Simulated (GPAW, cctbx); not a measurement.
# Na2IrCl6: what bonding does to one electron reflection, worked out

Na2IrCl6, Fm-3m (no. 225), a = 9.6393 Å, b = 9.6393 Å, c = 9.6393 Å, α = 90.00°, β = 90.00°, γ = 90.00°.

| atom | mult. | x | y | z |
| --- | --- | --- | --- | --- |
| Ir1 | 4 | 0 | 0 | 0 |
| Cl1 | 24 | 0 | 0 | 0.7582 |
| Na1 | 8 | 1/4 | 1/4 | 3/4 |

The cell comes from substitution in a known structure type and wasn't matched to any measured phase.

A DFT run (GPAW, PBE, 450 eV, 4×4×4 k-points, Fermi–Dirac width 0.05 eV) gives the static X-ray structure factor of 022 as 239.325 e for the conventional cell; superposed free atoms give 241.359 e. **Problem.** Find the Fourier component V of the crystal potential and the two-beam extinction distance at 300 kV in both cases.

## 1. Geometry

The cell volume is Ω = 895.64 Å³ and d(022) = 3.4080 Å, so g = 1/d = 0.2934 Å⁻¹.

## 2. The nuclei

Electrons feel nuclei as well as electrons, so the nuclear charges are summed with the same phases.

Phase sums Σ exp(2πi h·x), turned so that the total is real and positive: Ir +4.000, Cl -7.914, Na +8.000. Then F_Z = 77 × (+4.000) + 17 × (-7.914) + 11 × (+8.000) = 261.45 e. The electron term has the same sign for this reflection.

## 3. Mott–Bethe

Poisson's equation, term by term, gives V = (e/4πε₀)(F_Z − F)/(πΩg²), with e/4πε₀ = 14.3996 V Å.

The prefactor is 14.3996 × 3.4080²/(π × 895.64) = 0.05944 V per electron. Free atoms: (261.45 − 241.359) × 0.05944 = 1.194 V. Crystal: (261.45 − 239.325) × 0.05944 = 1.315 V. F changes by -0.84 % and V by +10.1 %: the same 2.03 e is measured against F_Z − F = 20.1 e in place of F = 241.4 e.

## 4. Extinction distance

In the two-beam case ξ = 1/(λU) with U = 2γm₀eV/h², that is ξ = 150.41 V Å²/(γλV).

At 300 kV, λ = 0.01969 Å and γ = 1.5871. Free atoms: ξ = 4030 Å. Crystal: ξ = 3660 Å. The thickness fringes go as sin²(πt/ξ), so the two patterns slip by a quarter of a period when t|1/ξ₁ − 1/ξ₀| = 1/4, at t ≈ 995 nm, thicker than usual samples. Thermal motion, absorption and many-beam coupling, left out here, change a real pattern.

## 5. Answer

V(022) is 1.32 V against 1.19 V, and ξ is 3660 against 4030 Å. Limits: static atoms, two beams.
